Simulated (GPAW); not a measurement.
## A GW chain in GPAW: CaO (Fm-3m)

How does a plane-wave GW calculation on CaO (Fm-3m) run from the first input to the gap?

Main program and level: GPAW 26.7.0; PBE and many-body steps on it, plane waves.

Most raw output is cut from this account.

### 1. The structure

Symmetry: Fm-3m, No. 225, cubic system. The conventional cell has a = 4.813 Å, b = 4.813 Å, c = 4.813 Å, α = 90.00°, β = 90.00°, γ = 90.00°. Nearest to Ca lie 6 O at 2.41 Å. Nearest to O lie 6 Ca at 2.41 Å. Farther neighbours and most contacts between anions are not listed.

The cell and positions come from the Crystallography Open Database and are kept as given unless a step says otherwise.

### 2. Ground state

This step: GPAW 26.7.0; DFT, PBE, plane waves, PAW.

The ground-state density comes first.

The input, run.py:

```python
import json
import numpy as np
from gpaw.mpi import world
from ase import Atoms
from gpaw import GPAW, PW, FermiDirac

atoms = Atoms(['Ca', 'O'],
    cell=[[0.0000000000, 2.4065000000, 2.4065000000],
      [2.4065000000, 0.0000000000, 2.4065000000],
      [2.4065000000, 2.4065000000, 0.0000000000]],
    scaled_positions=[[0.0000000000, 0.0000000000, 0.0000000000],
      [0.5000000000, 0.5000000000, 0.5000000000]],
    pbc=(True, True, True))
calc = GPAW(mode=PW(600),
    xc='PBE',
    kpts={'size': (8, 8, 8), 'gamma': True},
    occupations=FermiDirac(0.001),
    nbands=-7,
    convergence={'density': 1e-6, 'bands': -3},
    maxiter=100,
    txt='gs.txt')
atoms.calc = calc
res = {'energy': atoms.get_potential_energy()}
kpts = calc.get_ibz_k_points()
res['kpts'] = kpts
res['eigenvalues'] = [calc.get_eigenvalues(kpt=k) for k in range(len(kpts))]
res['n_electrons'] = calc.get_number_of_electrons()
calc.write('gs.gpw')

if world.rank == 0:
    with open('result.json', 'w') as f:
        json.dump(res, f, default=lambda x: x.tolist())
```

Launch:

```bash
> mpirun -n 4 gpaw python run.py
```

The job ended after 5 s (4 MPI ranks of Arm Neoverse V1, shared host; peak memory 0.59 GiB; 20 s of CPU time).

This step gave:

| Item | Value |
| --- | --- |
| total energy | -13.03 eV |
| gap | 3.693 eV |
| k of the valence top | 0, 0, 0 |
| k of the conduction bottom | 0.5, 0.5, 0 |
| least direct gap | 4.067 eV |

The gap is indirect, with the least direct gap 0.37 eV higher.

### 3. Bands along the symmetry lines

The cheap functional maps the bands first; the places of the edges decide which points the dearer methods must see.

The input, run.py:

```python
import json
import numpy as np
from gpaw.mpi import world
from gpaw import GPAW

path = [[0.000000, 0.000000, 0.000000],
    [0.062500, 0.000000, 0.062500],
    [0.125000, 0.000000, 0.125000],
    [0.187500, 0.000000, 0.187500],
    [0.250000, 0.000000, 0.250000],
    [0.312500, 0.000000, 0.312500],
    [0.375000, 0.000000, 0.375000],
    [0.437500, 0.000000, 0.437500],
    [0.500000, 0.000000, 0.500000],
    [0.515625, 0.031250, 0.515625],
    [0.531250, 0.062500, 0.531250],
    [0.546875, 0.093750, 0.546875],
    [0.562500, 0.125000, 0.562500],
    [0.578125, 0.156250, 0.578125],
    [0.593750, 0.187500, 0.593750],
    [0.609375, 0.218750, 0.609375],
    [0.625000, 0.250000, 0.625000],
    [0.375000, 0.375000, 0.750000],
    [0.328125, 0.328125, 0.656250],
    [0.281250, 0.281250, 0.562500],
    [0.234375, 0.234375, 0.468750],
    [0.187500, 0.187500, 0.375000],
    [0.140625, 0.140625, 0.281250],
    [0.093750, 0.093750, 0.187500],
    [0.046875, 0.046875, 0.093750],
    [0.000000, 0.000000, 0.000000],
    [0.062500, 0.062500, 0.062500],
    [0.125000, 0.125000, 0.125000],
    [0.187500, 0.187500, 0.187500],
    [0.250000, 0.250000, 0.250000],
    [0.312500, 0.312500, 0.312500],
    [0.375000, 0.375000, 0.375000],
    [0.437500, 0.437500, 0.437500],
    [0.500000, 0.500000, 0.500000],
    [0.500000, 0.468750, 0.531250],
    [0.500000, 0.437500, 0.562500],
    [0.500000, 0.406250, 0.593750],
    [0.500000, 0.375000, 0.625000],
    [0.500000, 0.343750, 0.656250],
    [0.500000, 0.312500, 0.687500],
    [0.500000, 0.281250, 0.718750],
    [0.500000, 0.250000, 0.750000],
    [0.500000, 0.218750, 0.718750],
    [0.500000, 0.187500, 0.687500],
    [0.500000, 0.156250, 0.656250],
    [0.500000, 0.125000, 0.625000],
    [0.500000, 0.093750, 0.593750],
    [0.500000, 0.062500, 0.562500],
    [0.500000, 0.031250, 0.531250],
    [0.500000, 0.000000, 0.500000]]
calc = GPAW('gs.gpw').fixed_density(kpts=path,
    symmetry='off',
    nbands=18,
    convergence={'bands': 14},
    txt='bands.txt')
res = {}
kpts = calc.get_ibz_k_points()
res['kpts'] = kpts
res['eigenvalues'] = [calc.get_eigenvalues(kpt=k) for k in range(len(kpts))]
res['n_electrons'] = calc.get_number_of_electrons()

if world.rank == 0:
    with open('result.json', 'w') as f:
        json.dump(res, f, default=lambda x: x.tolist())
```

Launch:

```bash
> mpirun -n 4 gpaw python run.py
```

It took 4.9 s on 4 MPI ranks; peak memory 0.63 GiB.

Numbers from this step:

| Item | Value |
| --- | --- |
| gap | 3.693 eV |
| k of the valence top | 0, 0, 0 |
| k of the conduction bottom | 0.5, 0, 0.5 |
| least direct gap | 4.067 eV |

The gap is 3.693 eV, as in the run before at this level.

Electronic bands along the path, in eV, zero at the top of the highest filled band; v1 is the highest filled band, c1 the lowest empty one:

| point | v4 | v3 | v2 | v1 | c1 | c2 | c3 | c4 |
| --- | --- | --- | --- | --- | --- | --- | --- | --- |
| Γ | -15.49 | 0.00 | 0.00 | 0.00 | 4.70 | 6.23 | 6.23 | 6.23 |
| halfway | -14.97 | -1.66 | -0.30 | -0.30 | 4.74 | 6.59 | 8.02 | 8.02 |
| X | -15.24 | -1.31 | -0.37 | -0.37 | 3.69 | 8.00 | 8.82 | 9.44 |
| halfway | -15.13 | -1.29 | -0.69 | -0.50 | 4.12 | 8.18 | 8.87 | 9.06 |
| U | -14.89 | -1.32 | -1.21 | -0.77 | 5.16 | 7.96 | 8.50 | 8.97 |
| jump to K | -14.89 | -1.32 | -1.21 | -0.77 | 5.16 | 7.96 | 8.50 | 8.97 |
| halfway | -14.73 | -1.79 | -0.90 | -0.55 | 6.11 | 7.02 | 7.19 | 8.00 |
| Γ | -15.49 | 0.00 | 0.00 | 0.00 | 4.70 | 6.23 | 6.23 | 6.23 |
| halfway | -14.84 | -1.52 | -0.64 | -0.64 | 6.25 | 6.84 | 7.16 | 7.16 |
| L | -14.32 | -2.60 | -1.16 | -1.16 | 7.04 | 8.30 | 8.30 | 8.46 |
| halfway | -14.59 | -2.03 | -1.11 | -1.02 | 6.74 | 6.81 | 8.69 | 8.87 |
| W | -14.87 | -1.26 | -1.05 | -1.05 | 6.31 | 6.31 | 8.33 | 9.45 |
| halfway | -15.05 | -1.26 | -0.84 | -0.66 | 4.51 | 8.22 | 8.26 | 9.33 |
| X | -15.24 | -1.31 | -0.37 | -0.37 | 3.69 | 8.00 | 8.82 | 9.44 |

### 4. Empty states on the mesh, 6×6×6 mesh, 126 bands

The sums over transitions need many empty states on a uniform mesh; this step solves for them.

The input, run.py:

```python
import json
import numpy as np
from gpaw.mpi import world
from gpaw import GPAW

calc = GPAW('gs.gpw').fixed_density(kpts={'size': (6, 6, 6), 'gamma': True},
    parallel={'domain': 1, 'band': 1},
    txt='nscf.txt')
calc.diagonalize_full_hamiltonian(nbands=126)
calc.write('full.gpw', mode='all')
res = {}
kpts = calc.get_ibz_k_points()
res['kpts'] = kpts
res['eigenvalues'] = [calc.get_eigenvalues(kpt=k) for k in range(len(kpts))]
res['n_electrons'] = calc.get_number_of_electrons()

if world.rank == 0:
    with open('result.json', 'w') as f:
        json.dump(res, f, default=lambda x: x.tolist())
```

Launch:

```bash
> mpirun -n 4 gpaw python run.py
```

Elapsed: 7.4 s, on 4 MPI ranks; peak memory 0.97 GiB; 29 s of CPU time.

This step gave:

| Item | Value |
| --- | --- |
| gap | 3.693 eV |
| k of the valence top | 0, 0, 0 |
| k of the conduction bottom | 0.5, 0.5, 0 |
| least direct gap | 4.067 eV |
| k points computed | 16 |
| lowest point of the top converged band, above the valence top | 138.3039 eV |

On this mesh the gap is 3.693 eV.

### 5. Screening and self-energy, 6×6×6 mesh, 116 bands, screening to 150 eV

Now the one-shot GW correction: screening in the RPA, then the self-energy of the levels asked for.

This step: G0W0 on PBE, plane waves, PAW.

The input, run.py:

```python
import json
import numpy as np
from gpaw.mpi import world
from gpaw.response.g0w0 import G0W0

gw = G0W0('full.gpw',
    filename='gw',
    kpts=[0, 12],
    bands=(6, 10),
    ecut=150,
    nbands=116,
    integrate_gamma='WS',
    ppa=True)
gw.calculate()
res = {mode: {k: v for k, v in r.items() if k != 'sigma_eskwn'}
       for mode, r in gw.all_results.items()}

if world.rank == 0:
    with open('result.json', 'w') as f:
        json.dump(res, f, default=lambda x: x.tolist())
```

Launch:

```bash
> mpirun -n 4 gpaw python run.py
```

Wall time 62 s (4 MPI ranks); peak memory 1.1 GiB.

This step gave:

```
G0W0 gap on the points computed              : 6.108 eV
least direct G0W0 gap on the computed points : 6.281 eV
Z at the valence top                         : 0.7864
Z at the conduction bottom                   : 0.8486
starting gap on the mesh                     : 3.693 eV
k of the valence top                         : 0, 0, 0
k of the conduction bottom                   : 0.5, 0.5, 0
```

The gap on the mesh goes from 3.69 eV to 6.11 eV, a correction of +2.42 eV.

Limits: finite bands, cutoff and mesh. v1 is the top filled band, c1 the lowest empty one. The levels before and after the correction (eV, zero at the valence-band top of each column):

|  | conduction bottom | valence top |
| --- | --- | --- |
| Kohn-Sham | 3.69 | 0.00 |
| G0W0 | 6.11 | 0.00 |

|  | level | energy (eV) |
| --- | --- | --- |
| Kohn-Sham | Γ v2-v1 | 0.000 |
| Kohn-Sham | Γ c1 | 4.703 |
| Kohn-Sham | Γ c2 | 6.230 |
| Kohn-Sham | (0.5 0.5 0) v2-v1 | -0.375 |
| Kohn-Sham | (0.5 0.5 0) c1 | 3.693 |
| Kohn-Sham | (0.5 0.5 0) c2 | 7.995 |
| G0W0 | Γ v2-v1 | 0.000 |
| G0W0 | Γ c1 | 6.281 |
| G0W0 | Γ c2 | 9.387 |
| G0W0 | (0.5 0.5 0) v2-v1 | -0.478 |
| G0W0 | (0.5 0.5 0) c1 | 6.108 |
| G0W0 | (0.5 0.5 0) c2 | 11.409 |

### 6. Where the time went

Times are wall times on 4 MPI ranks of Arm Neoverse V1, shared host, good to a factor of about two.

| step | time | share | memory (GiB) |
| --- | --- | --- | --- |
| ground state | 5 s | 6 % | 0.59 |
| bands along the symmetry lines | 4.9 s | 6 % | 0.63 |
| empty states on the mesh | 7.4 s | 9 % | 0.97 |
| screening and self-energy | 62 s | 78 % | 1.1 |

### 7. Results

```yaml
pbe_gap: 3.69 eV, indirect
g0w0_gap_on_the_mesh: 6.11 eV
gw_settings: 6×6×6 mesh, 116 bands, screening to 150 eV, Godby-Needs plasmon pole
known_limits: not at the basis limit
```

In words: G0W0 moves the gap on the mesh from 3.69 eV to 6.11 eV (+2.42 eV), with Z of 0.79 and 0.85 at the edges. Only 2 of the mesh's irreducible points were corrected, so a valley elsewhere could overtake. The dearest step here is «screening and self-energy». Bands and cutoff are finite, so the gap is not at the basis limit. The miss can reach some tenths of an eV and take either sign; the mesh is an error of its own. These stock PAW sets were not made for GW. In the G0W0 run levels were corrected at 2 k points alone, so a gap called «on the mesh» is the least over those, and an edge elsewhere would be missed.

[Paths, hosts, dates, memory and timing lines, banners, echoed tables and standing remarks are left out of the program output.]

[Logs are printed without paths, hosts, clocks, repeated set-up lines and the standing remarks that a program may print on its own settings, such as how far it seeks lower states.]

[Runs of the session that timed out or met a known fault of the program may be left out.]

[Hosts, paths, dates, database ids (printed as entryN), source tags and the programs' standing remarks are cut or masked in the printed files.]
